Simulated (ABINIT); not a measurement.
**AlGa3N4 (P-43m): RPA correlation energy against the basis**

Aim: the RPA correlation energy of AlGa3N4 (P-43m) as bands and response cutoff rise.

Main program and level: ABINIT 10.8.3; PBEsol and many-body steps on it, plane waves.

Most raw output is cut from this account.

## 1. Set-up

The structure is cubic, space group P-43m (No. 215). The conventional cell has a = 4.472 Å, b = 4.472 Å, c = 4.472 Å, α = 90.00°, β = 90.00°, γ = 90.00°. Al has 4 N at 1.89 Å nearest. Ga has 4 N at 1.95 Å nearest. Nearest to N lie 1 Al at 1.89 Å and 3 Ga at 1.95 Å. Farther neighbours and most contacts between anions are not listed.

The cell and positions are those that the Materials Project relaxed with its own functionals (PBE, PBE+U or r2SCAN), kept fixed.

## 2. Empty states on the mesh, 2×2×2 mesh, 325 bands

This step: ABINIT 10.8.3; DFT, PBEsol, plane waves, norm-conserving pseudopotentials.

The sums over transitions need many empty states on a uniform mesh; this step solves for them.

File run.abi:

```
acell 3*1.0 Angstrom
rprim 
  4.471685360000 0.000000000000 0.000000000000
  0.000000000000 4.471685360000 0.000000000000
  0.000000000000 0.000000000000 4.471685360000
ntypat 3
znucl 13 31 7
natom 8
typat 1 2 2 2 3 3 3 3
xred 
  0.000000000000 0.000000000000 0.000000000000
  0.500000000000 0.500000000000 0.000000000000
  0.500000000000 0.000000000000 0.500000000000
  0.000000000000 0.500000000000 0.500000000000
  0.755714420000 0.755714420000 0.244285580000
  0.755714420000 0.244285580000 0.755714420000
  0.244285580000 0.755714420000 0.755714420000
  0.244285580000 0.244285580000 0.244285580000
pp_dirpath "pseudos"
pseudos "Al.upf, Ga.upf, N.upf"
ecut 36
ngkpt 2 2 2
nshiftk 1
shiftk 0 0 0
kptopt 1
chksymbreak 0
iscf -2
irdden 1
istwfk *1
nband 325
nbdbuf 28
tolwfr 1e-09
nstep 60
prtvol 0
indata_prefix "in"
outdata_prefix "out"
tmpdata_prefix "tmp"
```

The run is started by

```sh
> OMP_NUM_THREADS=1 mpirun -n 4 abinit run.abi > log
```

The job ended after 2 min (4 MPI ranks of Intel Xeon Platinum 8559C (Emerald Rapids), shared host; peak memory 0.56 GiB).

Numbers from this step:

```yaml
gap: 2.306 eV
k_of_the_valence_top: 0, 0, 0
k_of_the_conduction_bottom: 0, 0, 0
least_direct_gap: 2.306 eV
k_points_computed: 4
lowest_point_of_the_top_converged_band_above_the_valence_top: 109.0570 eV
```

On this mesh the gap is 2.306 eV.

The density comes from a self-consistent run that is not shown.

## 3. RPA energy: 2×2×2 mesh, 74 bands, screening to 43.5 eV

The RPA dielectric matrix is built and inverted for each q.

This step: RPA screening on PBEsol, plane waves, norm-conserving pseudopotentials.

run.abi, as its differences from that of step 2:

```diff
@@ -26,10 +26,15 @@
 chksymbreak 0
-iscf -2
-irdden 1
 istwfk *1
-nband 325
-nbdbuf 28
-tolwfr 1e-09
-nstep 60
-prtvol 0
+occopt 1
+irdwfk 1
+optdriver 3
+nband 74
+ecuteps 1.6
+inclvkb 2
+awtr 1
+symchi 1
+gwcalctyp 1
+nfreqre 0
+nfreqim 8
+gwrpacorr 1
 indata_prefix "in"
```

Run time: 9.8 s. Hardware: 4 MPI ranks; peak memory 0.75 GiB.

Numbers from this step:

| Item | Value |
| --- | --- |
| ε∞ with local fields, on this mesh, along the program's q direction | 8.332 |
| the same without local fields | 8.508 |
| plasma frequency | 30.92 eV |
| plane waves in the screening matrix | 57 |
| RPA correlation energy | -20.82 eV |

Local fields lower ε∞ by 2 %. On a Γ-centred mesh this coarse the value itself is usually too large, while a short band sum pulls it down.

## 4. RPA energy: 2×2×2 mesh, 125 bands, screening to 70.7 eV

run.abi, as its differences from that of step 3:

```diff
@@ -30,4 +30,4 @@
 optdriver 3
-nband 74
-ecuteps 1.6
+nband 125
+ecuteps 2.6
 inclvkb 2
```

Wall time 18 s (4 MPI ranks); peak memory 0.96 GiB.

Numbers from this step:

- ε∞ with local fields, on this mesh, along the program's q direction: 8.237
- the same without local fields: 8.565
- plasma frequency: 30.92 eV
- plane waves in the screening matrix: 123
- RPA correlation energy: -35.39 eV

## 5. RPA energy: 2×2×2 mesh, 204 bands, screening to 108.8 eV

run.abi, as its differences from that of step 4:

```diff
@@ -30,4 +30,4 @@
 optdriver 3
-nband 125
-ecuteps 2.6
+nband 204
+ecuteps 4
 inclvkb 2
```

It took 37 s on 4 MPI ranks; peak memory 1.2 GiB.

This step gave:

```
ε∞ with local fields, on this mesh, along the program's q direction : 8.042
the same without local fields                                       : 8.595
plasma frequency                                                    : 30.92 eV
plane waves in the screening matrix                                 : 251
RPA correlation energy                                              : -50.0518 eV
```

## 6. RPA energy: 2×2×2 mesh, 297 bands, screening to 144.2 eV

run.abi, as its differences from that of step 5:

```diff
@@ -30,4 +30,4 @@
 optdriver 3
-nband 204
-ecuteps 4
+nband 297
+ecuteps 5.3
 inclvkb 2
```

The job ended after 65 s (4 MPI ranks; peak memory 1.5 GiB; 4.3 min of CPU time).

This step gave:

- ε∞ with local fields, on this mesh, along the program's q direction: 8.007
- the same without local fields: 8.608
- plasma frequency: 30.92 eV
- plane waves in the screening matrix: 365
- RPA correlation energy: -60.4017 eV

## 7. RPA energy: 2×2×2 mesh, 125 bands, screening to 136.1 eV, 4 frequencies

run.abi, as its differences from that of step 6:

```diff
@@ -30,4 +30,4 @@
 optdriver 3
-nband 297
-ecuteps 5.3
+nband 125
+ecuteps 5
 inclvkb 2
@@ -37,3 +37,3 @@
 nfreqre 0
-nfreqim 8
+nfreqim 4
 gwrpacorr 1
```

Run time: 21 s. Hardware: 4 MPI ranks; peak memory 1.1 GiB.

Numbers from this step:

```yaml
eps_infinity_with_local_fields_on_this_mesh_along_the_program_s_q_direction: 7.998
the_same_without_local_fields: 8.565
plasma_frequency: 30.92 eV
plane_waves_in_the_screening_matrix: 341
rpa_correlation_energy: -40.59 eV
```

## 8. The rungs together

Times are wall times on 4 MPI ranks of Intel Xeon Platinum 8559C (Emerald Rapids), shared host, good to a factor of about two.

```csv
bands,cutoff (eV),plane waves,frequencies,E_c (eV/atom),time
74,43.5,57,8,-2.602,9.8 s
125,70.7,123,8,-4.424,18 s
204,108.8,251,8,-6.256,37 s
297,144.2,365,8,-7.550,65 s
125,136.1,341,4,-5.074,21 s
```

## 9. What came out

| Item | Value |
| --- | --- |
| 2×2×2 mesh, 74 bands, screening to 43.5 eV | -2.602 eV/atom |
| 2×2×2 mesh, 125 bands, screening to 70.7 eV | -4.424 eV/atom |
| 2×2×2 mesh, 204 bands, screening to 108.8 eV | -6.256 eV/atom |
| 2×2×2 mesh, 297 bands, screening to 144.2 eV | -7.550 eV/atom |
| limit by the two highest rungs | -10.01 eV/atom |

**Reading.** Rows off the diagonal of bands and cutoff are checks and stay out of the ladder. The energy is still falling: −1.294 eV/atom over the last rung. A line in cutoff^(−3/2) puts the limit near -10.01 eV/atom, 33 % beyond the top rung; the pair below gives -8.27, so the estimate is rough. The value holds the valence electrons of these pseudopotentials alone, on one mesh; differences between structures converge far faster than the total.

[Paths, hosts, dates, memory and timing lines, banners, echoed tables and standing remarks are left out of the program output.]

[Logs are printed without paths, hosts, clocks, repeated set-up lines and the standing remarks that a program may print on its own settings, such as how far it seeks lower states.]

[Runs of the session that timed out or met a known fault of the program may be left out.]

[Hosts, paths, dates, database ids (printed as entryN), source tags and the programs' standing remarks are cut or masked in the printed files.]

[G0W0 gaps are taken among the corrected bands and points alone; a level outside them can change the order at an edge.]

[Where Ansatz stands beside ABINIT at settings called matched, ABINIT's density can come from a denser mesh and the files from another edition; pairs whose starting gaps differed by over 0.03 eV were left out, so agreement reads better than it is.]
